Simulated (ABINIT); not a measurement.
# CdS (Greenockite): G0W0 on several meshes in ABINIT

Wanted: mesh dependence and cost of G0W0 for CdS (Greenockite).

Calculated with ABINIT 10.8.3; PBE and many-body steps on it, plane waves.

Report form: the programs' logs are mostly left out.

**1. The structure**

Symmetry: P6_3mc, No. 186, hexagonal system. The conventional cell has a = 4.137 Å, b = 4.137 Å, c = 6.714 Å, α = 90.00°, β = 90.00°, γ = 120.00°. Nearest to Cd lie 4 S at 2.52 to 2.53 Å. Nearest to S lie 4 Cd at 2.52 to 2.53 Å. Farther neighbours and most contacts between anions are not listed.

The cell and positions come from the Crystallography Open Database and are kept as given unless a step says otherwise.

**2. Empty states on the mesh, 3×3×2 mesh, 531 bands**

This step: ABINIT 10.8.3; DFT, PBE, plane waves, norm-conserving pseudopotentials.

The sums over transitions need many empty states on a uniform mesh; this step solves for them.

Input file run.abi:

```
acell 3*1.0 Angstrom
rprim 
  4.137000000025 -0.000000000006 0.000000000000
  -2.068500000008 3.582747095481 0.000000000000
  0.000000000000 0.000000000000 6.714400000000
ntypat 2
znucl 48 16
natom 4
typat 1 1 2 2
xred 
  0.666666666667 0.333333333333 0.000000000000
  0.333333333333 0.666666666667 0.500000000000
  0.666666666667 0.333333333333 0.375000000000
  0.333333333333 0.666666666667 0.875000000000
pp_dirpath "pseudos"
pseudos "Cd.upf, S.upf"
ecut 47
ngkpt 3 3 2
nshiftk 1
shiftk 0 0 0
kptopt 1
chksymbreak 0
iscf -2
irdden 1
istwfk *1
nband 531
nbdbuf 48
tolwfr 1e-09
nstep 60
prtvol 0
indata_prefix "in"
outdata_prefix "out"
tmpdata_prefix "tmp"
```

Started as:

```console
OMP_NUM_THREADS=1 mpirun -n 4 abinit run.abi > log
```

Run time: 21 min. Hardware: 4 MPI ranks of Arm Neoverse V1, shared host; peak memory 0.98 GiB.

This step gave:

```
gap                                                           : 1.198 eV
k of the valence top                                          : 0, 0, 0
k of the conduction bottom                                    : 0, 0, 0
least direct gap                                              : 1.198 eV
k points computed                                             : 6
lowest point of the top converged band, above the valence top : 150.9386 eV
```

On this mesh the gap is 1.198 eV.

The density comes from a self-consistent run that is not shown.

**3. Screening, 3×3×2 mesh, 116 bands, screening to 68.6 eV**

The RPA dielectric matrix is built and inverted for each q.

This step: RPA screening on PBE, plane waves, norm-conserving pseudopotentials.

run.abi, as its differences from that of step 2:

```diff
@@ -22,10 +22,11 @@
 chksymbreak 0
-iscf -2
-irdden 1
 istwfk *1
-nband 531
-nbdbuf 48
-tolwfr 1e-09
-nstep 60
-prtvol 0
+occopt 1
+irdwfk 1
+optdriver 3
+nband 116
+ecuteps 2.52
+inclvkb 2
+awtr 1
+symchi 1
 indata_prefix "in"
```

Elapsed: 39 s, on 4 MPI ranks; peak memory 1.2 GiB.

Numbers from this step:

| Item | Value |
| --- | --- |
| ε∞ with local fields, on this mesh, along the program's q direction | 13.65 |
| the same without local fields | 14.36 |
| plasma frequency | 26.84 eV |
| plane waves in the screening matrix | 135 |

Local fields lower ε∞ by 5 %. On a Γ-centred mesh this coarse the value itself is usually too large, while a short band sum pulls it down.

**4. 3×3×2**

The self-energy is evaluated for the states that the input lists, and the levels follow from it, in one-shot runs by the linearised quasiparticle equation.

This step: G0W0 on PBE, plane waves, norm-conserving pseudopotentials.

run.abi, as its differences from that of step 3:

```diff
@@ -25,8 +25,17 @@
 irdwfk 1
-optdriver 3
+optdriver 4
 nband 116
+gwcalctyp 0
+ecutsigx 47
+symsigma 1
+nkptgw 2
+kptgw 
+  0.0000000000 0.0000000000 0.0000000000
+  0.0000000000 0.0000000000 0.5000000000
+bdgw 
+  25 28
+  23 28
 ecuteps 2.52
-inclvkb 2
-awtr 1
-symchi 1
+irdscr 1
+ppmodel 1
 indata_prefix "in"
```

Elapsed: 6.7 s, on 4 MPI ranks; peak memory 1 GiB.

This step gave:

* G0W0 gap on the points computed: 2.026 eV
* starting gap on the mesh: 1.198 eV
* k of the valence top: 0, 0, 0
* k of the conduction bottom: 0, 0, 0
* Z at the valence top: 0.784
* Z at the conduction bottom: 0.815
* least direct G0W0 gap on the computed points: 2.026 eV

The gap on the mesh goes from 1.20 eV to 2.03 eV, a correction of +0.83 eV.

**5. Empty states on the mesh, 3×3×4 mesh, 126 bands**

This step: DFT, PBE, plane waves, norm-conserving pseudopotentials.

run.abi, as its differences from that of step 4:

```diff
@@ -17,3 +17,3 @@
 ecut 47
-ngkpt 3 3 2
+ngkpt 3 3 4
 nshiftk 1
@@ -22,20 +22,10 @@
 chksymbreak 0
+iscf -2
+irdden 1
 istwfk *1
-occopt 1
-irdwfk 1
-optdriver 4
-nband 116
-gwcalctyp 0
-ecutsigx 47
-symsigma 1
-nkptgw 2
-kptgw 
-  0.0000000000 0.0000000000 0.0000000000
-  0.0000000000 0.0000000000 0.5000000000
-bdgw 
-  25 28
-  23 28
-ecuteps 2.52
-irdscr 1
-ppmodel 1
+nband 126
+nbdbuf 10
+tolwfr 1e-09
+nstep 60
+prtvol 0
 indata_prefix "in"
```

The job ended after 2.8 min (4 MPI ranks; peak memory 0.53 GiB).

Numbers from this step:

```
gap                                                           : 1.198 eV
k of the valence top                                          : 0, 0, 0
k of the conduction bottom                                    : 0, 0, 0
least direct gap                                              : 1.198 eV
k points computed                                             : 9
lowest point of the top converged band, above the valence top : 47.48 eV
```

On this mesh the gap is 1.198 eV.

**6. Screening, 3×3×4 mesh, 116 bands, screening to 68.6 eV**

This step: RPA screening on PBE, plane waves, norm-conserving pseudopotentials.

run.abi, as its differences from that of step 5:

```diff
@@ -22,10 +22,11 @@
 chksymbreak 0
-iscf -2
-irdden 1
 istwfk *1
-nband 126
-nbdbuf 10
-tolwfr 1e-09
-nstep 60
-prtvol 0
+occopt 1
+irdwfk 1
+optdriver 3
+nband 116
+ecuteps 2.52
+inclvkb 2
+awtr 1
+symchi 1
 indata_prefix "in"
```

It took 76 s on 4 MPI ranks; peak memory 1.6 GiB.

This step gave:

- ε∞ with local fields, on this mesh, along the program's q direction: 10.43
- the same without local fields: 11.12
- plasma frequency: 26.84 eV
- plane waves in the screening matrix: 135

**7. 3×3×4**

This step: G0W0 on PBE, plane waves, norm-conserving pseudopotentials.

run.abi, as its differences from that of step 6:

```diff
@@ -25,8 +25,17 @@
 irdwfk 1
-optdriver 3
+optdriver 4
 nband 116
+gwcalctyp 0
+ecutsigx 47
+symsigma 1
+nkptgw 2
+kptgw 
+  0.0000000000 0.0000000000 0.0000000000
+  0.0000000000 0.0000000000 0.5000000000
+bdgw 
+  25 28
+  23 28
 ecuteps 2.52
-inclvkb 2
-awtr 1
-symchi 1
+irdscr 1
+ppmodel 1
 indata_prefix "in"
```

Run time: 8.3 s. Hardware: 4 MPI ranks; peak memory 1.3 GiB.

Numbers from this step:

| Quantity | Value |
| --- | --- |
| G0W0 gap on the points computed | 2.134 eV |
| starting gap on the mesh | 1.198 eV |
| k of the valence top | 0, 0, 0 |
| k of the conduction bottom | 0, 0, 0 |
| Z at the valence top | 0.791 |
| Z at the conduction bottom | 0.825 |
| least direct G0W0 gap on the computed points | 2.134 eV |

Against G0W0 in ABINIT (3×3×2 mesh, 116 bands, screening to 68.6 eV, Godby-Needs plasmon pole), the gap moves by +0.108 eV.

**8. Empty states on the mesh, 6×6×4 mesh, 126 bands**

This step: DFT, PBE, plane waves, norm-conserving pseudopotentials.

run.abi, as its differences from that of step 7:

```diff
@@ -17,3 +17,3 @@
 ecut 47
-ngkpt 3 3 4
+ngkpt 6 6 4
 nshiftk 1
@@ -22,20 +22,10 @@
 chksymbreak 0
+iscf -2
+irdden 1
 istwfk *1
-occopt 1
-irdwfk 1
-optdriver 4
-nband 116
-gwcalctyp 0
-ecutsigx 47
-symsigma 1
-nkptgw 2
-kptgw 
-  0.0000000000 0.0000000000 0.0000000000
-  0.0000000000 0.0000000000 0.5000000000
-bdgw 
-  25 28
-  23 28
-ecuteps 2.52
-irdscr 1
-ppmodel 1
+nband 126
+nbdbuf 10
+tolwfr 1e-09
+nstep 60
+prtvol 0
 indata_prefix "in"
```

Wall time 5.5 min (4 MPI ranks); peak memory 0.79 GiB.

This step gave:

```
gap                                                           : 1.198 eV
k of the valence top                                          : 0, 0, 0
k of the conduction bottom                                    : 0, 0, 0
least direct gap                                              : 1.198 eV
k points computed                                             : 21
lowest point of the top converged band, above the valence top : 47.39 eV
```

On this mesh the gap is 1.198 eV.

**9. Screening, 6×6×4 mesh, 116 bands, screening to 68.6 eV**

This step: RPA screening on PBE, plane waves, norm-conserving pseudopotentials.

run.abi, as its differences from that of step 8:

```diff
@@ -22,10 +22,11 @@
 chksymbreak 0
-iscf -2
-irdden 1
 istwfk *1
-nband 126
-nbdbuf 10
-tolwfr 1e-09
-nstep 60
-prtvol 0
+occopt 1
+irdwfk 1
+optdriver 3
+nband 116
+ecuteps 2.52
+inclvkb 2
+awtr 1
+symchi 1
 indata_prefix "in"
```

Wall time 8 min (4 MPI ranks); peak memory 3 GiB; 32 min of CPU time.

Numbers from this step:

| Item | Value |
| --- | --- |
| ε∞ with local fields, on this mesh, along the program's q direction | 6.484 |
| the same without local fields | 7.122 |
| plasma frequency | 26.84 eV |
| plane waves in the screening matrix | 135 |

**10. 6×6×4**

This step: G0W0 on PBE, plane waves, norm-conserving pseudopotentials.

run.abi, as its differences from that of step 9:

```diff
@@ -25,8 +25,21 @@
 irdwfk 1
-optdriver 3
+optdriver 4
 nband 116
+gwcalctyp 0
+ecutsigx 47
+symsigma 1
+nkptgw 4
+kptgw 
+  0.0000000000 0.0000000000 0.0000000000
+  0.5000000000 0.0000000000 0.0000000000
+  0.0000000000 0.0000000000 0.5000000000
+  0.5000000000 0.0000000000 0.5000000000
+bdgw 
+  25 28
+  25 28
+  23 28
+  25 28
 ecuteps 2.52
-inclvkb 2
-awtr 1
-symchi 1
+irdscr 1
+ppmodel 1
 indata_prefix "in"
```

Wall time 32 s (4 MPI ranks); peak memory 3 GiB.

Numbers from this step:

```
G0W0 gap on the mesh                         : 2.169 eV
starting gap on the mesh                     : 1.198 eV
k of the valence top                         : 0, 0, 0
k of the conduction bottom                   : 0, 0, 0
least direct G0W0 gap on the computed points : 2.169 eV
```

Against G0W0 in ABINIT (3×3×2 mesh, 116 bands, screening to 68.6 eV, Godby-Needs plasmon pole), the gap moves by +0.143 eV.

**11. The runs together**

Times are wall times on 4 MPI ranks of Arm Neoverse V1, shared host, good to a factor of about two. A run's time includes the screening step that it read.

| run | mesh | bands | screening cutoff (eV) | DFT gap (eV) | gap on the mesh (eV) | direct (eV) | ε∞ used | time |
| --- | --- | --- | --- | --- | --- | --- | --- | --- |
| 3×3×2 | 3×3×2 | 116 | 68.6 | 1.198 | 2.026 | 2.026 | 13.65 | 46 s |
| 3×3×4 | 3×3×4 | 116 | 68.6 | 1.198 | 2.134 | 2.134 | 10.43 | 84 s |
| 6×6×4 | 6×6×4 | 116 | 68.6 | 1.198 | 2.169 | 2.169 | 6.48 | 8.5 min |

**12. Outcome**

```yaml
3x3x2: 2.026 eV
3x3x4: 2.134 eV
6x6x4: 2.169 eV
known_limits: not at the basis limit; no spin-orbit coupling; coarse k mesh
```

3×3×4: +0.108 eV against 3×3×2. 6×6×4: +0.143 eV against 3×3×2. Bands and cutoff are finite, so the gap is not at the basis limit. The miss can reach some tenths of an eV and take either sign; the mesh is an error of its own. The 3×3×2 mesh is coarse for this cell, which bears on the long-range parts of exchange and screening. The many-body steps are scalar-relativistic: spin-orbit coupling is not in them.

[Paths, hosts, dates, memory and timing lines, banners, echoed tables and standing remarks are left out of the program output.]

[Logs are printed without paths, hosts, clocks, repeated set-up lines and the standing remarks that a program may print on its own settings, such as how far it seeks lower states.]

[Runs of the session that timed out or met a known fault of the program may be left out.]

[Hosts, paths, dates, database ids (printed as entryN), source tags and the programs' standing remarks are cut or masked in the printed files.]

[G0W0 gaps are taken among the corrected bands and points alone; a level outside them can change the order at an edge.]

[Where Ansatz stands beside ABINIT at settings called matched, ABINIT's density can come from a denser mesh and the files from another edition; pairs whose starting gaps differed by over 0.03 eV were left out, so agreement reads better than it is.]
